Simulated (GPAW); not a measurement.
Computed results, one entry a study.

```
! title: How the form of the self-energy moves the gap of SrCl2 (Fm-3m)
! method: DFT, LDA, plane waves, PAW (and 1 further level or step)
! program: GPAW 26.7.0
! settings of one run: cutoff 450 eV, GPAW PAW setups 1.2.1 data release, 4×4×4 k-mesh, nbands 111
! cost: 4 runs, 2.2 min in all on 4 MPI ranks of Arm Neoverse V1, shared host (the runs of this entry)
! notes: The cell and positions come from the Crystallography Open Database and are kept as given unless a step says otherwise. Limits: no spin-orbit coupling. Bands and cutoff are finite, so the gap is not at the basis limit. The miss can reach some tenths of an eV and take either sign; the mesh is an error of its own.
! G0W0, Godby-Needs plasmon pole: 7.133 eV
! G0W0, full frequency, Hilbert transform: 7.132 eV
! G0W0, multipole: 7.135 eV
! known limits: not at the basis limit; no spin-orbit coupling
CELL_PARAMETERS angstrom
0.00000 3.48835 3.48835
3.48835 0.00000 3.48835
3.48835 3.48835 0.00000
ATOMIC_POSITIONS crystal
Sr 0.00000 0.00000 0.00000
Cl 0.25000 0.25000 0.25000
Cl 0.75000 0.75000 0.75000
```

[Paths, hosts, dates, memory and timing lines, banners, echoed tables and standing remarks are left out of the program output.]

[Logs are printed without paths, hosts, clocks, repeated set-up lines and the standing remarks that a program may print on its own settings, such as how far it seeks lower states.]

[Runs of the session that timed out or met a known fault of the program may be left out.]

[Hosts, paths, dates, database ids (printed as entryN), source tags and the programs' standing remarks are cut or masked in the printed files.]
